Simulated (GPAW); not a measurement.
# Quasiparticle gap of Sb (buckled honeycomb monolayer) in GPAW, part 2 of 2

How does a plane-wave GW calculation on Sb (buckled honeycomb monolayer) run from the first input to the gap?

GPAW 26.7.0; LDA and many-body steps on it, plane waves. Known limits of the many-body steps: not at the basis limit; no spin-orbit coupling.

So far. Step 4 (Bands along the symmetry lines): The gap is 1.056 eV, −0.014 eV from the run before at this level. Step 5 (Empty states on the mesh, 6×6×1 mesh, 289 bands): On this mesh the gap is 1.070 eV.

### Step 6. Screening and self-energy, 6×6×1 mesh, 130 bands, screening to 48 eV

G0W0 replaces the xc potential by the self-energy, built once from these orbitals. Only a window of levels is corrected, while the sums run over the empty bands that the input names.

This step: G0W0 on LDA, plane waves, PAW.

run.py reads:

```python
import json
import numpy as np
from gpaw.mpi import world
from gpaw.response.g0w0 import G0W0

gw = G0W0('full.gpw',
    filename='gw',
    kpts=[0, 3],
    bands=(13, 17),
    ecut=48,
    nbands=130,
    truncation='2D',
    integrate_gamma='sphere',
    q0_correction=True,
    frequencies={'type': 'nonlinear', 'domega0': 0.15, 'omega2': 15.0},
    eta=0.1,
    nblocksmax=True)
gw.calculate()
res = {mode: {k: v for k, v in r.items() if k != 'sigma_eskwn'}
       for mode, r in gw.all_results.items()}

if world.rank == 0:
    with open('result.json', 'w') as f:
        json.dump(res, f, default=lambda x: x.tolist())
```

Started as:

```console
mpirun -n 4 gpaw python run.py
```

Numbers of over 12 decimals in the logs are rounded to 6 here.

What it wrote:

```text
Using integrator: PointIntegrator
NonLinearFrequencyDescriptor(from 0.000 to 73.866 eV, 163 points)
Nonperiodic BCs:  [False False  True]
Using integrator: PointIntegrator
NonLinearFrequencyDescriptor(from 0.000 to 73.866 eV, 163 points)
Nonperiodic BCs:  [False False  True]
Applying analytical 2D correction to W:
    Evaluating Gamma point contribution to W on a 19x19x1 grid
  ___  _ _ _
 |   || | | |
 | | || | | |
 |__ ||_____|
 |___|

BZ k-points: Symmetries present (total): 12

  [... matrices ...]
36 k-points: 6 x 6 x 1 Monkhorst-Pack grid + [1/12,1/12,0.000000]
7 k-points in the irreducible part of the Brillouin zone
       k-points in crystal coordinates                weights
   0:     0.00000000    0.00000000    0.00000000          1/36
   1:     0.16666667    0.00000000    0.00000000          6/36
   2:     0.33333333   -0.16666667    0.00000000          6/36
   3:     0.33333333    0.00000000    0.00000000          6/36
   4:     0.33333333    0.33333333    0.00000000          2/36
   5:     0.50000000    0.33333333    0.00000000         12/36
   6:     0.50000000    0.50000000    0.00000000          3/36

Distributing spins, k-points and bands (1 x 2 x 4) over 1 process
Number of blocks: 4

Quasi particle states:
k-points (IBZ indices): [0, 3]
Band range: (13, 17)
  [... matrices ...]
Computational parameters:
Plane wave cut-off: 48 eV
Number of bands: 130
Coulomb cutoff: 2D
Broadening: 0.1 eV

fxc modes: GW
Kernel: RPA
Using full-frequency real axis integration
Summing all q:

Calculating screened Coulomb potential
2D Coulomb truncation
NonLinearFrequencyDescriptor(from 0.000 to 73.866 eV, 163 points)
Removing empty qpoint cache files...

Calculating chi0 body with:
    Ground state adapter containing:
    Number of spins: 1
    Number of kpoints: 36
    Number of irreducible kpoints: 7
    Number of completely occupied states: 15
    Number of partially occupied states: 15
    Occupied states memory: 5.767822265625 M / cpu

    Linear response parametrization:
    q_c: [1.3877787807814457e-17, 1.3877787807814457e-17, 0.0]
    Number of frequency points: 163
    Planewave cutoff: 48.0
    Number of bands: 130
    Number of planewaves: 135
    Broadening (eta): 0.1
    comm.size: 4
    kncomm.size: 1
    blockcomm.size: 4

    Memory estimate of potentially large arrays:
        chi0_wGG: 11.332226 M / cpu
Integrating chi0 body.

Symmetries of q_c:
    Direct symmetries (Uq -> q): 12
    Indirect symmetries (TUq -> q): 0
In total 12 allowed symmetries.

  [... matrices ...]
7 groups of equivalent kpoints. 80.555556% reduction.

Integral kind: spectral function
Integrating chi0 head and wings.

Symmetries of q_c:
    Direct symmetries (Uq -> q): 12
    Indirect symmetries (TUq -> q): 0
In total 12 allowed symmetries.

  [... matrices ...]
7 groups of equivalent kpoints. 80.555556% reduction.

Integral kind: spectral function wings

Calculating chi0 body with:
    Ground state adapter containing:
    Number of spins: 1
    Number of kpoints: 36
    Number of irreducible kpoints: 7
    Number of completely occupied states: 15
    Number of partially occupied states: 15
[... the further q-points ...]

Results:
f:      Occupation numbers
eps:     KS-eigenvalues [eV]
vxc:     KS vxc [eV]
exx:     Exact exchange [eV]
sigma:   Self-energies [eV]
dsigma:  Self-energy derivatives
Z:       Renormalization factors
qp:      QP-energies [eV]

k-point 0 (0): (0.000, 0.000, 0.000)                GW
band       f     eps     vxc     exx   sigma  dsigma       Z      qp
                                                                   GW
  13   1.000  -1.054 -14.476 -15.077   0.639  -0.366   0.732  -1.027
  14   1.000  -1.054 -14.476 -15.077   0.639  -0.366   0.732  -1.027
  15   0.000   0.656 -13.403  -9.175  -2.721  -0.337   0.748   1.783
  16   0.000   1.810 -13.630  -9.221  -2.998  -0.405   0.712   2.814

k-point 1 (3): (0.333, 0.000, 0.000)                GW
band       f     eps     vxc     exx   sigma  dsigma       Z      qp
                                                                   GW
  13   1.000  -2.480 -13.602 -14.910   1.147  -0.395   0.717  -2.596
  14   1.000  -2.079 -12.713 -13.989   1.019  -0.395   0.717  -2.263
  15   0.000   0.016 -11.193  -7.720  -2.437  -0.348   0.742   0.784
  16   0.000   1.911 -11.090  -6.845  -3.166  -0.396   0.716   2.683
```

It took 48 s on 4 MPI ranks of Arm Neoverse V1, shared host; peak memory 1.5 GiB; 3.2 min of CPU time.

Numbers from this step:

| Property | Result |
| --- | --- |
| G0W0 gap on the points computed | 1.811 eV |
| least direct G0W0 gap on the computed points | 2.810 eV |
| Z at the valence top | 0.7322 |
| Z at the conduction bottom | 0.7416 |
| starting gap on the mesh | 1.070 eV |
| k of the valence top | 0, 0, 0 |
| k of the conduction bottom | 0.3333, 0, 0 |

The gap on the mesh goes from 1.07 eV to 1.81 eV, a correction of +0.74 eV.

Limits: finite bands, cutoff and mesh; no spin-orbit coupling. v1 is the top filled band, c1 the lowest empty one. Levels before and after the correction, in eV, zero at the valence-band top of each column:

|  | conduction bottom | valence top |
| --- | --- | --- |
| Kohn-Sham | 1.07 | 0.00 |
| G0W0 | 1.81 | 0.00 |

```
                    level  energy (eV)
Kohn-Sham         Γ v2-v1        0.000
Kohn-Sham            Γ c1        1.710
Kohn-Sham            Γ c2        2.865
Kohn-Sham  (0.333 0 0) v2       -1.426
Kohn-Sham  (0.333 0 0) v1       -1.025
Kohn-Sham  (0.333 0 0) c1        1.070
Kohn-Sham  (0.333 0 0) c2        2.965
     G0W0         Γ v2-v1        0.000
     G0W0            Γ c1        2.810
     G0W0            Γ c2        3.841
     G0W0  (0.333 0 0) v2       -1.569
     G0W0  (0.333 0 0) v1       -1.236
     G0W0  (0.333 0 0) c1        1.811
     G0W0  (0.333 0 0) c2        3.710
```

### Step 7. Where the time went

Times are wall times on 4 MPI ranks of Arm Neoverse V1, shared host, good to a factor of about two.

```csv
step,time,share,memory (GiB)
relaxation,41 s,20 %,0.93
ground state,6.7 s,3 %,0.7
bands along the symmetry lines,14 s,7 %,0.78
empty states on the mesh,100 s,48 %,4.6
screening and self-energy,48 s,23 %,1.5
```

### Step 8. What came out

- LDA gap: 1.06 eV, indirect
- G0W0 gap on the mesh: 1.81 eV
- GW settings: 6×6×1 mesh, 130 bands, screening to 48 eV, full frequency, Hilbert transform
- known limits: not at the basis limit; no spin-orbit coupling

G0W0 moves the gap on the mesh from 1.07 eV to 1.81 eV (+0.74 eV), with Z of 0.73 and 0.74 at the edges. Only 2 of the mesh's irreducible points were corrected, so a valley elsewhere could overtake. The dearest step here is «empty states on the mesh». Against experiment, by G0W0@LDA: the direct gap of 2.81 eV lies +0.60 eV from the measured 2.21 eV (exciton, 2020). An exciton line or allowed optical edge lies below the quasiparticle gap by the binding energy; a forbidden edge can push the onset above it. The computed sheet is free-standing; a substrate or cover screens it further and lowers both gap and binding, while the exciton line moves little. The calculation has static nuclei and no excitons; a measured gap holds zero-point and thermal motion, which mostly lowers it. Bands and cutoff are finite, so the gap is not at the basis limit. The miss can reach some tenths of an eV and take either sign; the mesh is an error of its own. These stock PAW sets were not made for GW. In the G0W0 run levels were corrected at 2 k points alone, so a gap called «on the mesh» is the least over those, and an edge elsewhere would be missed. The many-body steps are scalar-relativistic: spin-orbit coupling is not in them.

[Paths, hosts, dates, memory and timing lines, banners, echoed tables and standing remarks are left out of the program output.]

[Logs are printed without paths, hosts, clocks, repeated set-up lines and the standing remarks that a program may print on its own settings, such as how far it seeks lower states.]

[Runs of the session that timed out or met a known fault of the program may be left out.]

[Hosts, paths, dates, database ids (printed as entryN), source tags and the programs' standing remarks are cut or masked in the printed files.]
